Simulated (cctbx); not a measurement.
# Resonant diffraction in CoAg2Br4

Space group P2_1/m (no. 11), a = 6.9820 Å, b = 7.2930 Å, c = 8.8190 Å, α = 90.00°, β = 107.26°, γ = 90.00°.

| atom | mult. | x | y | z | Ueq (Å²) |
| --- | --- | --- | --- | --- | --- |
| Ag1 | 2 | 0.7390 | 1/4 | 0.9294 | 0.0209 |
| Ag2 | 2 | 0.7854 | 1/4 | 0.4524 | 0.0210 |
| Br1 | 2 | 0.4239 | 1/4 | 0.1288 | 0.0214 |
| Br2 | 4 | 0.9963 | 0.5028 | 0.2363 | 0.0242 |
| Br3 | 2 | 0.3983 | 1/4 | 0.5761 | 0.0355 |
| Co1 | 2 | 0.2157 | 1/4 | 0.2967 | 0.0278 |

The model was made for the exercise: a known structure type with other elements put in, its volume estimated, not relaxed; displacement parameters are assumed.

Calculated with cctbx: free-atom f′ and f″ from the Sasaki tables, no fine structure; amplitudes in electrons.

```
E (eV)  F 0 2 1  F 0 1 2  F 2 1 0  F 1 1 1
 12874     34.7     35.6     93.9     21.8
 13224     34.1     38.4     91.0     20.9
 13354     33.7     40.7     88.7     20.3
 13414     33.2     43.1     86.4     19.6
 13444     32.8     45.5     84.0     18.9
 13459     32.3     48.0     81.6     18.2
 13466     31.9     50.1     79.5     17.5
 13470     31.4     52.5     77.3     16.8
 13478     31.4     53.7     77.3     17.0
 13482     32.0     50.9     80.0     17.8
 13489     32.4     48.5     82.4     18.5
 13504     32.9     45.8     84.9     19.2
 13534     33.4     43.2     87.4     20.0
 13624     34.1     39.7     90.8     21.0
 13874     34.8     35.9     94.3     22.0
```

**Question.** Which edge is crossed, and why do the reflections move as they do?

The K edge of Br. The edge is at 13474 eV. f′ of Br falls from -4.3 e at 13354 eV to -7.7 e at 4 eV below it, and f″ steps from 0.50 to 3.82 e across it. Over that approach |F| changes by -7 % (0 2 1), +29 % (0 1 2), -13 % (2 1 0) and -17 % (1 1 1): a reflection falls where Br scatters in phase with the total and rises where it scatters against it; it hardly moves where the Br term is small or cancels by symmetry. Above the edge the larger f″ enters the imaginary part, where it can add to or cancel the other atoms' f″. The structure is centrosymmetric, so Friedel mates stay equal.

[Logs are printed without paths, hosts, clocks, repeated set-up lines and the standing remarks that a program may print on its own settings, such as how far it seeks lower states.]
